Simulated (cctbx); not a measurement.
**Interatomic vectors of Ba2Fe5BiPb2S5O8**

Space group C2/m (no. 12), a = 29.1280 Å, b = 4.2600 Å, c = 6.3120 Å, α = 90.00°, β = 91.48°, γ = 90.00°, content Bi2 Pb4 Ba4 Fe10 S10 O16.

Simulated single-crystal data (cctbx): Mo Kα, λ = 0.71073 Å, to d = 0.84 Å, 50 % of the full sphere, strongest reflection 70000 counts, noise from counting, a 3 % proportional error and a noise floor of 15 counts (s.d.); no absorption, some extinction.

Patterson synthesis, origin scaled to 1000:

```text
Patterson group C 1 2/m 1
      u       v       w   height  length (A)
  0.000   0.000   0.000   1000.0     0.00
  0.196   0.000   0.002    696.4     5.70
  0.098   0.000   0.500    676.4     4.31
  0.204   0.500   0.498    538.7     6.97
  0.106   0.500  -0.002    437.8     3.75
  0.000   0.500   0.500    342.1     3.81
  0.052   0.500   0.251    178.6     3.03
  0.153   0.500   0.761    149.1     5.20
  0.149   0.000   0.236    132.6     4.54
  0.253   0.000   0.762    125.6     7.56
  0.053   0.500   0.751    119.7     3.09
  0.154   0.500   0.249     98.3     5.19
  0.000   0.000   0.500     96.6     3.16
  0.051   0.000   0.761     92.6     2.14
```

Q: Assign the vectors.

A peak at u stands for all pairs with xi − xj = u, with weight Σ ZiZj against Σ Z² = 63562 at the origin. Peak heights follow these weights only roughly, since form factors, motion and series ripples differ, all vectors within 0.55 Å of a peak are counted as merged into it though the farther ones add only part of their weight, and F(000) is left out, which lowers the whole map:

| u | v | w | shortest length (Å) | height | 1000 ΣZiZj/ΣZ² | pairs in the cell |
| --- | --- | --- | --- | --- | --- | --- |
| 0.196 | 0.000 | 0.002 | 5.71 | 696 | 833 | 4 × Bi–Pb, 4 × Pb–Fe, 2 × Ba–Ba, 4 × Ba–Fe, 6 × Fe–Fe, 4 × S–S |
| 0.098 | 0.000 | 0.500 | 4.20 | 676 | 843 | 4 × Bi–Ba, 4 × Pb–Ba, 4 × Pb–Fe, 8 × Fe–Fe, 6 × S–S, 10 × O–O, 4 × S–O |
| 0.204 | 0.500 | 0.498 | 6.98 | 539 | 693 | 4 × Pb–Ba, 4 × Bi–Fe, 4 × Pb–Fe, 4 × Ba–Fe, 4 × Fe–Fe |
| 0.106 | 0.500 | -0.002 | 3.75 | 438 | 665 | 2 × Pb–Pb, 8 × Ba–Fe, 4 × Bi–Fe, 4 × Pb–Fe |
| 0.000 | 0.500 | 0.500 | 3.81 | 342 | 587 | 8 × Pb–Fe, 8 × Ba–Fe, 4 × Bi–Fe |
| 0.052 | 0.500 | 0.251 | 3.04 | 179 | 216 | 8 × Ba–S, 4 × Bi–S, 12 × O–O, 4 × S–O |
| 0.153 | 0.500 | 0.761 | 5.20 | 149 | 239 | 4 × Bi–S, 4 × Pb–S, 4 × Ba–S, 4 × S–O, 8 × O–O |
| 0.149 | 0.000 | 0.236 | 4.55 | 133 | 161 | 4 × Pb–S, 12 × Fe–S |
| 0.253 | 0.000 | 0.762 | 7.56 | 126 | 135 | 4 × Pb–S, 8 × Fe–S |
| 0.053 | 0.500 | 0.751 | 3.08 | 120 | 138 | 8 × Ba–O, 4 × Bi–O, 12 × S–O, 4 × S–S |

The table stops at ten peaks or at a height of 45, below which ripples compete. In the model behind the data Bi, the heaviest element, has 1 independent site: (0, 0, 1/2), up to an allowed shift of origin. No listed peak is a Bi–Bi vector, so the position follows from the cell content and the cross vectors. Elements of similar Z can't be told apart from the map alone. The whole model:

```
atom  mult.       x    y       z  Ueq (Å²)
 Bi1      2       0    0     1/2    0.0032
 Pb1      4  0.1925    0  0.5038    0.0035
 Ba1      4  0.3986  1/2  0.9937    0.0042
 Fe1      4  0.2070  1/2  0.0101    0.0049
 Fe2      2       0  1/2       0    0.0052
 Fe3      4  0.1020  1/2  0.4970    0.0046
  S1      2       0    0       0    0.0065
  S2      4  0.3379    0  0.7122    0.0058
  S3      4  0.0516  1/2  0.7308    0.0070
  O1      4  0.1619  1/2  0.7677    0.0062
  O2      4  0.2772  1/2  0.9497    0.0076
  O3      4  0.1095    0  0.5124    0.0073
  O4      4  0.4475    0  0.7322    0.0074
```

The model is made up (kin elements in a known structure type, no relaxation), so it says nothing on whether the phase exists.

[Logs are printed without paths, hosts, clocks, repeated set-up lines and the standing remarks that a program may print on its own settings, such as how far it seeks lower states.]
